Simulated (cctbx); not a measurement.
# TaGa2BiTe8: as given, inverted or twinned?

Space group Pmn2_1 (no. 31), a = 3.9120 Å, b = 13.4640 Å, c = 13.6700 Å, α = 90.00°, β = 90.00°, γ = 90.00°.

| atom | mult. | x | y | z | Ueq (Å²) |
| --- | --- | --- | --- | --- | --- |
| Bi1 | 2 | 0 | 0.0535 | 0.0021 | 0.0131 |
| Ta1 | 2 | 0 | 0.2680 | 0.4891 | 0.0149 |
| Te1 | 2 | 0 | 0.8893 | 0.6470 | 0.0159 |
| Te2 | 2 | 0 | 0.8478 | 0.1066 | 0.0189 |
| Te3 | 2 | 0 | 0.6757 | 0.8501 | 0.0175 |
| Te4 | 2 | 0 | 0.5661 | 0.4065 | 0.0166 |
| Te5 | 2 | 0 | 0.4074 | 0.6359 | 0.0189 |
| Te6 | 2 | 0 | 0.3429 | 0.0879 | 0.0140 |
| Te7 | 2 | 0 | 0.1939 | 0.8582 | 0.0153 |
| Te8 | 2 | 0 | 0.0669 | 0.3944 | 0.0189 |
| Ga1 | 2 | 0 | 0.7540 | 0.4914 | 0.0197 |
| Ga2 | 2 | 0 | 0.5388 | 0.0038 | 0.0223 |

The model was made for the exercise: a known structure type with other elements put in, its volume estimated, not relaxed; displacement parameters are assumed.

Data sets are simulated with cctbx and refined with Bijvoet mates kept apart; Flack x is then fitted as the share of an inverted twin with the atoms fixed, Hooft y from the Bijvoet differences. The group is acentric but holds improper operations, so there is an absolute structure (orientation) and no hand.

Untwinned crystal. What Flack and Hooft values should come out?

| λ (Å) | extinction (unmodelled) | d min (Å) | top counts | error (%) | model | R1 | Flack x | s.u. | Hooft y | s.u. | pairs |
| --- | --- | --- | --- | --- | --- | --- | --- | --- | --- | --- | --- |
| 0.71073 | 0 | 0.77 | 40000 | 1.5 | as given | 0.0132 | -0.007 | 0.005 | 0.003 | 0.004 | 900 |
| 0.71073 | 0 | 0.77 | 40000 | 1.5 | inverted | 0.0740 | 1.009 | 0.006 | 1.023 | 0.005 | 900 |
| 1.54184 | 0 | 0.83 | 20000 | 4 | as given | 0.0204 | 0.011 | 0.016 | 0.008 | 0.015 | 722 |

With Mo Kα, x is within 3 s.u. of 0, so the absolute structure is right. With Cu Kα, x is within 3 s.u. of 0, so the absolute structure is right. Inverting the model turns x into about 1 − x.

A further crystal gives:

```csv
λ (Å),extinction (unmodelled),d min (Å),top counts,error (%),model,R1,Flack x,s.u.,Hooft y,s.u.,pairs
1.54184,0,0.8,70000,2,as given,0.0303,0.804,0.008,0.795,0.007,797
```

**Question.** What is it?

It was simulated as an inversion twin with a fraction 0.8 of the inverted domain. Flack x is over 3 s.u. from both 0 and 1 and reads that fraction.

[Logs are printed without paths, hosts, clocks, repeated set-up lines and the standing remarks that a program may print on its own settings, such as how far it seeks lower states.]
